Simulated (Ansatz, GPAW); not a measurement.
## benzene-1,3-dithiol between two Pt chains: relaxation, then transmission at several levels

Aim: the conductance of benzene-1,3-dithiol between two Pt chains after relaxation, and whether geometry, basis or functional moves it most.

Main program and level: GPAW 26.7.0 and Ansatz 0.2.0; Ansatz plane waves; relaxation of the junction with the lead ends held, in the first sound run; inputs show where later runs differ.

Most raw output is cut from this account.

**1. The starting structure**

The cell holds 28 atoms: 16 Pt, 2 S, 4 H and 6 C. Its edges and angles: a = 18.275 Å, b = 9.460 Å, c = 41.375 Å, α = 90.0°, β = 90.0°, γ = 90.0°. Regions: left lead, 8 atoms (8 Pt); channel, 12 atoms (2 S, 4 H and 6 C); right lead, 8 atoms (8 Pt). Vacuum lies along a and b. The structure is stacked along c, and the current runs across the ab planes.

**2. Relaxing the atoms**

Transmission follows bond lengths closely, so the atoms between the held lead ends are relaxed first, from a slightly shaken start that lets symmetry break.

input.yaml

```yaml
crystal:
  lattice:
    - [18.274619173, 0.0, 0.0]
    - [0.0, 9.4602478366, 0.0]
    - [0.0, 0.0, 41.3752231969]
  atoms:
    - { symbol: Pt, position: [0.5, 0.5, 0.0290028647] }
    - { symbol: Pt, position: [0.5, 0.5, 0.0870085941] }
    - { symbol: Pt, position: [0.5, 0.5, 0.1450143235] }
    - { symbol: Pt, position: [0.5, 0.5, 0.2030200528] }
    - { symbol: Pt, position: [0.5, 0.5, 0.2610257822] }
    - { symbol: Pt, position: [0.5, 0.5, 0.3190315116] }
    - { symbol: Pt, position: [0.4980188104, 0.5004165575, 0.3768697516] }
    - { symbol: Pt, position: [0.4991394377, 0.5009238794, 0.4357161121] }
[... 16 atom lines left out ...]
    - { symbol: Pt, position: [0.5, 0.5, 0.7969799472] }
    - { symbol: Pt, position: [0.5, 0.5, 0.8549856765] }
    - { symbol: Pt, position: [0.5, 0.5, 0.9129914059] }
    - { symbol: Pt, position: [0.5, 0.5, 0.9709971353] }
kpoints:
  mp_grid: { grid: [1, 1, 2] }
hamiltonian:
  xc: pbe
scf:
  occupations: { method: fermi_dirac, width: 0.1 }
relax:
  f_tol: 0.03
  max_steps: 80
  constraints: [{ sites: [0, 1, 2, 3, 4, 5, 22, 23, 24, 25, 26, 27] }]
```

On the command line:

```bash
> ansatz run input.yaml --threads 4 --pin off --max-ram 8192MiB --backend cpu --events-out ev --progress --plain --runs-dir out
```

It took 88 min on 4 threads of Arm Neoverse N1, shared host; peak memory 7.4 GiB.

The steps of the relaxation (22 of 54):

```csv
step,energy less that of the first step (eV),largest force component (eV/Å)
1,0.0000,8.7910
4,-1.4595,0.3400
6,-1.6762,0.5559
9,-1.9572,0.4082
11,-2.1256,0.3019
14,-2.2602,0.1732
16,-2.3393,0.2543
19,-2.4584,0.1201
21,-2.5302,0.0791
24,-2.6118,0.1864
26,-2.6529,0.3168
29,-2.7413,0.2480
31,-2.8066,0.1980
34,-2.8656,0.1602
36,-2.8846,0.1366
39,-2.9054,0.1302
41,-2.9101,0.1937
44,-2.9182,0.0566
46,-2.9191,0.0297
49,-2.9209,0.0563
51,-2.9214,0.0185
54,-2.9216,0.0139
```

Relaxation step 52 was tried and not accepted.

The atoms that moved most (Å):

```csv
atom,dx,dy,dz,length
Pt21,1.589,2.205,1.473,3.091
H10,-2.368,-1.432,-0.189,2.774
H16,-1.407,-1.587,-1.200,2.437
S9,-2.092,-0.072,1.231,2.428
Pt22,1.699,0.880,0.994,2.156
C12,-1.665,-0.926,-0.163,1.912
C15,-1.187,-1.070,-0.646,1.724
Pt7,0.125,1.573,-0.620,1.695
```

The relaxed structure:

```cif
data_structure
_symmetry_space_group_name_H-M 'P 1'
_symmetry_Int_Tables_number 1
_cell_length_a 18.2746
_cell_length_b 9.4602
_cell_length_c 41.3752
_cell_angle_alpha 90.000
_cell_angle_beta 90.000
_cell_angle_gamma 90.000
_cell_volume 7153.05
loop_
_atom_site_label
_atom_site_type_symbol
_atom_site_fract_x
_atom_site_fract_y
_atom_site_fract_z
_atom_site_occupancy
Pt1 Pt 0.50000 0.50000 0.02900 1
Pt2 Pt 0.50000 0.50000 0.08701 1
Pt3 Pt 0.50000 0.50000 0.14501 1
Pt4 Pt 0.50000 0.50000 0.20302 1
Pt5 Pt 0.50000 0.50000 0.26103 1
Pt6 Pt 0.50000 0.50000 0.31903 1
Pt7 Pt 0.50486 0.66664 0.36188 1
Pt8 Pt 0.48328 0.56813 0.41449 1
S9 S 0.48570 0.64423 0.46326 1
H10 H 0.62454 0.50734 0.44339 1
C11 C 0.57296 0.62763 0.48143 1
C12 C 0.63207 0.55517 0.46713 1
H13 H 0.53620 0.74879 0.52288 1
C14 C 0.58144 0.69112 0.51188 1
C15 C 0.69884 0.54751 0.48318 1
H16 H 0.74461 0.49202 0.47201 1
C17 C 0.70779 0.61050 0.51343 1
C18 C 0.64886 0.68202 0.52800 1
H19 H 0.76021 0.60515 0.52594 1
S20 S 0.66715 0.77315 0.56462 1
Pt21 Pt 0.58556 0.73548 0.60091 1
Pt22 Pt 0.59506 0.58800 0.64754 1
Pt23 Pt 0.50000 0.50000 0.68097 1
Pt24 Pt 0.50000 0.50000 0.73897 1
Pt25 Pt 0.50000 0.50000 0.79698 1
Pt26 Pt 0.50000 0.50000 0.85499 1
Pt27 Pt 0.50000 0.50000 0.91299 1
Pt28 Pt 0.50000 0.50000 0.97100 1
```

Numbers from this step:

- free energy: -203701.5924 eV
- smearing term TS: 1.081 eV
- symmetry operations: 1

The relaxation lowered the energy of the cell by 2.92 eV.

**3. Plane waves, PBE**

Plane waves give the reference curve, free of the bias of atom-centred orbitals.

This step: Ansatz plane waves; Landauer transmission by layers, zero bias (Ansatz 0.2.0).

input.yaml

```yaml
crystal:
  lattice:
    - [18.274619173, 0.0, 0.0]
    - [0.0, 9.4602478366, 0.0]
    - [0.0, 0.0, 41.3752231969]
  atoms:
    - { symbol: Pt, position: [0.5, 0.5, 0.0290028647] }
    - { symbol: Pt, position: [0.5, 0.5, 0.0870085941] }
    - { symbol: Pt, position: [0.5, 0.5, 0.1450143235] }
    - { symbol: Pt, position: [0.5, 0.5, 0.2030200528] }
    - { symbol: Pt, position: [0.5, 0.5, 0.2610257822] }
    - { symbol: Pt, position: [0.5, 0.5, 0.3190315116] }
    - { symbol: Pt, position: [0.5048632968, 0.6666424458, 0.3618762686] }
    - { symbol: Pt, position: [0.4832774197, 0.5681275501, 0.4144905744] }
[... 16 atom lines left out ...]
    - { symbol: Pt, position: [0.5, 0.5, 0.7969799472] }
    - { symbol: Pt, position: [0.5, 0.5, 0.8549856765] }
    - { symbol: Pt, position: [0.5, 0.5, 0.9129914059] }
    - { symbol: Pt, position: [0.5, 0.5, 0.9709971353] }
kpoints:
  mp_grid: { grid: [1, 1, 2] }
hamiltonian:
  xc: pbe
scf:
  occupations: { method: fermi_dirac, width: 0.1 }
output:
  transmission:
    leads: [[0, 1]]
    e_range: [-2, 2]
    de: 0.025
    kmesh: [1, 1]
    reduced_basis: true
  write_potential: true
  write_density: true
  volumetric_format: npy
  elf: true
```

It took 4.2 s on 4 threads; peak memory 0.5 GiB.

The program refused the input before any cycle.

The program's message: “Error: memory limit exceeded: the `transmission` phase of `transmission` needs 8.64 GiB against the run's memory maximum of 8.00 GiB; largest carriers: transmission 6.71 GiB, source scf state 0.84 GiB …”

**4. GPAW, dzp**

Localised orbitals split the wire into layers that couple to their neighbours alone, which is what the Green's function method needs; double zeta with polarisation is the usual level for numbers.

This step: GPAW LCAO, PAW setups; Landauer transmission from Green's functions with principal layers (ASE), zero bias (GPAW 26.7.0).

run.py

```python
import json
import numpy as np
from ase import Atoms
from ase.transport.calculators import TransportCalculator
from gpaw import GPAW, FermiDirac
from gpaw.lcao.tools import get_lcao_hamiltonian
from scipy.linalg import eigh

# The junction with lead layers at both ends, along the third cell vector
device = Atoms(
    ['Pt', 'Pt', 'Pt', 'Pt', 'Pt', 'Pt', 'Pt', 'Pt', 'S', 'H', 'C', 'C', 'H', 'C', 'C', 'H', 'C', 'C', 'H', 'S', 'Pt', 'Pt', 'Pt', 'Pt', 'Pt', 'Pt', 'Pt', 'Pt'],
    positions=[
        [9.13731, 4.73012, 1.20000],
        [9.13731, 4.73012, 3.60000],
        [9.13731, 4.73012, 6.00000],
        [9.13731, 4.73012, 8.40000],
        [9.13731, 4.73012, 10.80000],
        [9.13731, 4.73012, 13.20000],
        [9.22618, 6.30660, 14.97271],
        [8.83171, 5.37463, 17.14964],
        [8.87597, 6.09457, 19.16730],
        [11.41317, 4.79953, 18.34547],
        [10.47066, 5.93756, 19.91921],
        [11.55075, 5.25209, 19.32746],
        [9.79877, 7.08378, 21.63429],
        [10.62562, 6.53818, 21.17930],
        [12.77110, 5.17962, 19.99155],
        [13.60738, 4.65468, 19.52946],
        [12.93468, 5.77547, 21.24346],
        [11.85758, 6.45206, 21.84613],
        [13.89254, 5.72486, 21.76073],
        [12.19190, 7.31416, 23.36132],
        [10.70083, 6.95780, 24.86259],
        [10.87446, 5.56258, 26.79201],
        [9.13731, 4.73012, 28.17522],
        [9.13731, 4.73012, 30.57522],
        [9.13731, 4.73012, 32.97522],
        [9.13731, 4.73012, 35.37522],
        [9.13731, 4.73012, 37.77522],
        [9.13731, 4.73012, 40.17522]],
    cell=[[18.27462, 0.0, 0.0], [0.0, 9.46025, 0.0], [0.0, 0.0, 41.37522]],
    pbc=True)

# One principal layer of the lead: the first 5 atoms of the device
lead = Atoms(
    ['Pt', 'Pt', 'Pt', 'Pt', 'Pt'],
    positions=[
        [9.13731, 4.73012, 1.20000],
        [9.13731, 4.73012, 3.60000],
        [9.13731, 4.73012, 6.00000],
        [9.13731, 4.73012, 8.40000],
        [9.13731, 4.73012, 10.80000]],
    cell=[[18.27462, 0.0, 0.0], [0.0, 9.46025, 0.0], [0.0, 0.0, 12.0]],
    pbc=True)

settings = dict(mode='lcao', basis='dzp', xc='PBE', h=0.2,
                occupations=FermiDirac(0.1), maxiter=250,
                mixer=dict(beta=0.1, nmaxold=8, weight=100.0),
                convergence=dict(density=0.0001))
energies = np.arange(-2, 2 + 1e-9, 0.025)
eta = 0.0001
n1, n2 = 1, 1
# k and -k transmit alike, so half of the mesh across the current serves
mesh = [(i, j) for i in range(n1) for j in range(n2) if (i, j) <= (-i % n1, -j % n2)]
weights = np.array([1 if (i, j) == (-i % n1, -j % n2) else 2 for i, j in mesh]) / (n1 * n2)

# [... helper functions left out ...]
fermi_lead = ground_state(lead, (1, 1, 10), 'lead.txt')
fermi_device = ground_state(device, (1, 1, 2), 'device.txt')
# [... loop over the mesh left out, but for ...]
        # Shift the lead onto the potential of the device's first layer
        shift = ((H[:, 0, 0] - H0[:, 0, 0]) / S0[0, 0]).real.mean()
# [...]
kT = 8.617333e-5 * 300
bias = [0.1, 0.2, 0.5, 1.0, 1.5, 2.0]
# [... integrals and printing left out ...]
```

On the command line:

```bash
> OMP_NUM_THREADS=1 OPENBLAS_NUM_THREADS=1 python run.py
```

Elapsed: 12 min, on 1 thread; peak memory 2.7 GiB.

This step gave:

```yaml
conductance: 0.03657 G₀
thermopower: 25.16 μV/K
largest_coupling_past_the_next_principal_layer: 8.09e-6 eV
largest_misfit_of_the_first_principal_layer: 0.1525 eV
shift_that_aligns_the_lead: -0.02005 eV
basis_functions_of_the_junction: 556
basis_functions_of_a_principal_layer: 135
transmission_at_the_fermi_level_one_spin: 0.03594
```

One spin. The transmission, zone mean by energy, zero at the Fermi level:

```csv
energy (eV),"transmission, zone mean"
-2.000,0.0976
-1.900,0.217
-1.800,0.248
-1.700,0.518
-1.675,0.851
-1.600,0.0735
-1.500,0.0535
-1.400,0.0203
-1.300,0.00647
-1.200,0.139
-1.100,0.305
-1.075,0.311
-1.000,0.0605
-0.900,0.0355
-0.800,0.0304
-0.700,0.0393
-0.600,0.0515
-0.500,0.0623
-0.400,0.0565
-0.300,0.0583
-0.200,0.0501
-0.100,0.0537
0.000,0.0359
0.100,0.0258
0.200,0.0110
0.300,0.00294
0.400,0.00157
0.500,0.00169
0.600,0.00157
0.700,0.00107
0.800,0.00282
0.900,0.00501
1.000,0.00715
1.100,0.00828
1.200,0.00763
1.300,0.00589
1.400,0.00423
1.500,0.00306
1.600,0.00231
1.700,0.00184
1.800,0.00155
1.900,0.00138
2.000,0.00129
```

Not self-consistent under bias; the bias window is split evenly. Table of current through one cell, from the zero-bias transmission by bias:

```csv
bias (V),"current through one cell, from the zero-bias transmission (μA)"
0.100,0.285
0.200,0.583
0.500,1.39
1.000,2.56
1.500,3.52
2.000,4.42
```

Table of transmission of the three most open eigenchannels by energy, zero at the Fermi level:

```csv
energy (eV),channel 1,channel 2,channel 3
-2.000,0.0903,0.00734,0
-1.900,0.197,0.0195,3.3e-7
-1.800,0.239,0.00875,1.4e-5
-1.700,0.486,0.0314,9.8e-5
-1.600,0.0557,0.0177,2.8e-6
-1.500,0.0367,0.0166,9.5e-5
-1.400,0.0181,0.00214,7.3e-5
-1.300,0.00500,0.00132,1.4e-4
-1.200,0.136,0.00229,5.9e-4
-1.100,0.301,0.00351,2.4e-4
-1.000,0.0507,0.00956,2.3e-4
-0.900,0.0225,0.0128,2.8e-4
-0.800,0.0184,0.0117,2.8e-4
-0.700,0.0295,0.00945,3.4e-4
-0.600,0.0406,0.0105,4.2e-4
-0.500,0.0461,0.0152,9.8e-4
-0.400,0.0387,0.0165,0.00137
-0.300,0.0403,0.0163,0.00170
-0.200,0.0392,0.0108,1.3e-4
-0.100,0.0379,0.0157,5.3e-6
0.000,0.0327,0.00323,9.0e-7
0.100,0.0247,0.00107,2.3e-7
0.200,0.0103,6.3e-4,5.2e-8
0.300,0.00248,4.6e-4,2.1e-10
0.400,0.00150,7.0e-5,5.3e-10
0.500,0.00169,5.0e-6,9.7e-10
0.600,0.00157,3.5e-7,1.7e-9
0.700,0.00107,4.5e-9,1.0e-9
0.800,0.00282,7.7e-12,0
0.900,0.00501,6.6e-12,0
1.000,0.00715,5.6e-12,0
1.100,0.00828,4.7e-12,0
1.200,0.00763,3.9e-12,0
1.300,0.00589,3.2e-12,0
1.400,0.00423,2.5e-12,0
1.500,0.00306,1.9e-12,0
1.600,0.00231,1.3e-12,0
1.700,0.00184,0,0
1.800,0.00155,0,0
1.900,0.00138,0,0
2.000,0.00129,0,0
```

Couplings past the next layer reach 8.1e-6 eV, small enough to drop; the matrix elements of the cell's first layer differ from the bulk lead's by up to 0.15 eV. That layer keeps its own values in the calculation, and only beyond it is the lead taken as perfect. The Fermi levels of lead and junction count from different zeros of potential, one for each periodic cell; with both set to zero, the small remaining shift is what aligns them. Without spin-orbit coupling, which is large for these atoms, channel counts and T are those of the scalar-relativistic bands. By hand: G = 0.03657 × 77.48 μS = 2.83 μS, a resistance of 353 kΩ; at 0.1 V a linear junction would pass 0.283 μA, and the integral over the bias window gives 0.285 μA. Mott's formula, S = -(π²/3)(k_B²T/e) d ln T/dE, has the prefactor 7.33 μV/K·eV at 300 K; T = 0.03849 at -0.025 eV and 0.03361 at 0.025 eV give a slope of -2.71 per eV and S = 19.9 μV/K, beside 25.2 μV/K from the thermal integral, which interpolates the same grid.

**5. Single-zeta polarised basis**

The second zeta is dropped, the polarisation orbitals stay.

run.py: that of step 4 with these lines changed.

```diff
@@ -55,3 +55,3 @@
 
-settings = dict(mode='lcao', basis='dzp', xc='PBE', h=0.2,
+settings = dict(mode='lcao', basis='szp(dzp)', xc='PBE', h=0.2,
                 occupations=FermiDirac(0.1), maxiter=250,
```

Wall time 7 min (1 thread); peak memory 2.6 GiB.

This step gave:

| Quantity | Value |
| --- | --- |
| conductance | 0.01476 G₀ |
| thermopower | 51.28 μV/K |
| largest coupling past the next principal layer | 8.13e-6 eV |
| largest misfit of the first principal layer | 0.1496 eV |
| shift that aligns the lead | -0.01815 eV |
| basis functions of the junction | 328 |
| basis functions of a principal layer | 75 |
| transmission at the Fermi level (one spin) | 0.01318 |

One spin. Table of transmission, zone mean by energy, zero at the Fermi level:

energy (eV), transmission, zone mean and a bar:
```
   -2.000      0.306 #####################
   -1.800      0.306 #####################
   -1.725      0.435 ##############################
   -1.625      0.338 #######################
   -1.600      0.325 ######################
   -1.400      0.024 ##
   -1.200      0.099 #######
   -1.075      0.224 ###############
   -1.000      0.052 ###
   -0.800      0.016 #
   -0.600      0.026 ##
   -0.400      0.031 ##
   -0.200      0.033 ##
    0.000      0.013 #
    0.200      0.012 #
    0.400      0.008 
    0.600      0.003 
    0.800      0.005 
    1.000      0.009 #
    1.200      0.009 #
    1.400      0.005 
    1.600      0.003 
    1.800      0.002 
    2.000      0.002
```

Not self-consistent under bias; the bias window is split evenly. Table of current through one cell, from the zero-bias transmission by bias:

```csv
bias (V),"current through one cell, from the zero-bias transmission (μA)"
0.100,0.119
0.200,0.262
0.500,0.788
1.000,1.57
1.500,2.11
2.000,2.80
```

The transmission of the three most open eigenchannels by energy, zero at the Fermi level:

```csv
energy (eV),channel 1,channel 2,channel 3
-2.000,0.287,0.0185,7.1e-9
-1.800,0.301,0.00584,1.1e-6
-1.600,0.281,0.0441,6.6e-6
-1.400,0.0231,9.4e-4,9.6e-6
-1.200,0.0983,6.9e-4,3.0e-4
-1.000,0.0487,0.00297,1.1e-4
-0.800,0.0111,0.00471,1.8e-4
-0.600,0.0223,0.00301,2.9e-4
-0.400,0.0245,0.00525,0.00125
-0.200,0.0294,0.00331,5.3e-4
0.000,0.00885,0.00433,1.4e-6
0.200,0.0116,1.3e-4,8.9e-8
0.400,0.00837,5.3e-7,1.4e-9
0.600,0.00278,5.6e-8,1.4e-10
0.800,0.00471,0,0
1.000,0.00901,0,0
1.200,0.00930,0,0
1.400,0.00543,0,0
1.600,0.00303,0,0
1.800,0.00206,0,0
2.000,0.00174,0,0
```

The conductance, 0.0148 G₀, lies 60 % below that of the dzp run.

**6. Minimal basis**

One function for each valence shell of the setup, as for a first survey of a large system.

run.py: that of step 5 with these lines changed.

```diff
@@ -55,3 +55,3 @@
 
-settings = dict(mode='lcao', basis='szp(dzp)', xc='PBE', h=0.2,
+settings = dict(mode='lcao', basis='sz(dzp)', xc='PBE', h=0.2,
                 occupations=FermiDirac(0.1), maxiter=250,
```

The job ended after 5.8 min (1 thread; peak memory 2.6 GiB).

This step gave:

| Property | Result |
| --- | --- |
| conductance | 0.01653 G₀ |
| thermopower | 33.50 μV/K |
| largest coupling past the next principal layer | 8.11e-6 eV |
| largest misfit of the first principal layer | 0.1042 eV |
| shift that aligns the lead | -0.01592 eV |
| basis functions of the junction | 228 |
| basis functions of a principal layer | 60 |
| transmission at the Fermi level (one spin) | 0.01447 |

One spin. Table of transmission, zone mean by energy, zero at the Fermi level:

```csv
energy (eV),"transmission, zone mean"
-2.000,0.217
-1.900,0.195
-1.800,0.305
-1.700,0.129
-1.650,0.236
-1.600,0.0718
-1.500,0.00952
-1.400,0.0143
-1.300,0.00105
-1.200,0.0217
-1.100,0.0710
-1.000,0.187
-0.900,0.0455
-0.800,0.0188
-0.700,0.0172
-0.600,0.0211
-0.500,0.0300
-0.400,0.0260
-0.300,0.0262
-0.200,0.0223
-0.125,0.0447
-0.100,0.0346
0.000,0.0145
0.100,0.0153
0.200,0.0178
0.300,0.0189
0.400,0.00877
0.500,0.00450
0.600,0.00251
0.700,0.00284
0.800,0.00470
0.900,0.00665
1.000,0.00839
1.100,0.00916
1.200,0.00839
1.300,0.00663
1.400,0.00488
1.500,0.00358
1.600,0.00272
1.700,0.00218
1.800,0.00183
1.900,0.00163
2.000,0.00152
```

The conductance, 0.0165 G₀, lies 55 % below that of the dzp run.

**7. RPBE in the dzp basis: xc = "RPBE"**

Back in the dzp basis, the functional changes from PBE to RPBE, to set the spread between functionals beside that between bases.

run.py: that of step 6 with these lines changed.

```diff
@@ -55,3 +55,3 @@
 
-settings = dict(mode='lcao', basis='sz(dzp)', xc='PBE', h=0.2,
+settings = dict(mode='lcao', basis='dzp', xc='RPBE', h=0.2,
                 occupations=FermiDirac(0.1), maxiter=250,
```

Elapsed: 12 min, on 1 thread; peak memory 2.7 GiB.

This step gave:

```yaml
conductance: 0.03457 G₀
thermopower: 25.45 μV/K
largest_coupling_past_the_next_principal_layer: 8.00e-6 eV
largest_misfit_of_the_first_principal_layer: 0.1506 eV
shift_that_aligns_the_lead: -0.01961 eV
basis_functions_of_the_junction: 556
basis_functions_of_a_principal_layer: 135
transmission_at_the_fermi_level_one_spin: 0.03396
```

The conductance, 0.0346 G₀, lies 5.5 % below that of the dzp run.

**8. The structure as built: geometry = "as built"**

The dzp basis with PBE on the structure as first built shows what the relaxation was worth.

run.py: that of step 7 with these lines changed.

```diff
@@ -18,18 +18,18 @@
         [9.13731, 4.73012, 13.20000],
-        [9.22618, 6.30660, 14.97271],
-        [8.83171, 5.37463, 17.14964],
-        [8.87597, 6.09457, 19.16730],
-        [11.41317, 4.79953, 18.34547],
-        [10.47066, 5.93756, 19.91921],
-        [11.55075, 5.25209, 19.32746],
-        [9.79877, 7.08378, 21.63429],
-        [10.62562, 6.53818, 21.17930],
-        [12.77110, 5.17962, 19.99155],
-        [13.60738, 4.65468, 19.52946],
-        [12.93468, 5.77547, 21.24346],
-        [11.85758, 6.45206, 21.84613],
-        [13.89254, 5.72486, 21.76073],
-        [12.19190, 7.31416, 23.36132],
-        [10.70083, 6.95780, 24.86259],
-        [10.87446, 5.56258, 26.79201],
+        [9.13731, 4.73012, 15.60000],
+        [9.13731, 4.73012, 18.00000],
+        [10.96780, 6.20189, 17.92428],
+        [13.79510, 6.20149, 18.54414],
+        [11.84250, 6.18875, 19.47453],
+        [13.23964, 6.19533, 19.47944],
+        [10.05892, 6.21025, 20.68760],
+        [11.14572, 6.19284, 20.68760],
+        [13.93748, 6.19772, 20.68762],
+        [15.02462, 6.20511, 20.68763],
+        [13.23962, 6.19535, 21.89580],
+        [11.84248, 6.18877, 21.90069],
+        [13.79507, 6.20153, 22.83110],
+        [10.96776, 6.20194, 23.45092],
+        [9.13731, 4.73012, 23.37522],
+        [9.13731, 4.73012, 25.77522],
         [9.13731, 4.73012, 28.17522],
@@ -55,3 +55,3 @@
 
-settings = dict(mode='lcao', basis='dzp', xc='RPBE', h=0.2,
+settings = dict(mode='lcao', basis='dzp', xc='PBE', h=0.2,
                 occupations=FermiDirac(0.1), maxiter=250,
```

Elapsed: 9 min, on 1 thread; peak memory 2.7 GiB.

This step gave:

| Property | Result |
| --- | --- |
| conductance | 0.09581 G₀ |
| thermopower | 108.7 μV/K |
| largest coupling past the next principal layer | 8.09e-6 eV |
| largest misfit of the first principal layer | 0.1878 eV |
| shift that aligns the lead | -0.001549 eV |
| transmission at the Fermi level (one spin) | 0.07464 |

The conductance, 0.0958 G₀, lies 162 % above that of the dzp run.

**9. All levels side by side**

Times are for 1 thread of Arm Neoverse N1, shared host. The series side by side:

```csv
no.,run,conductance (G₀),time,memory (GiB)
1,dzp,0.03657,12 min,2.7
2,szp,0.01476,7 min,2.6
3,sz,0.01653,5.8 min,2.6
4,dzp RPBE,0.03457,12 min,2.7
5,asbuilt,0.09581,9 min,2.7
```

(Continued in part 2 of 2.)

[Logs are printed without paths, hosts, clocks, repeated set-up lines and the standing remarks that a program may print on its own settings, such as how far it seeks lower states.]

[Hosts, paths, dates, database ids (printed as entryN), source tags and the programs' standing remarks are cut or masked in the printed files.]
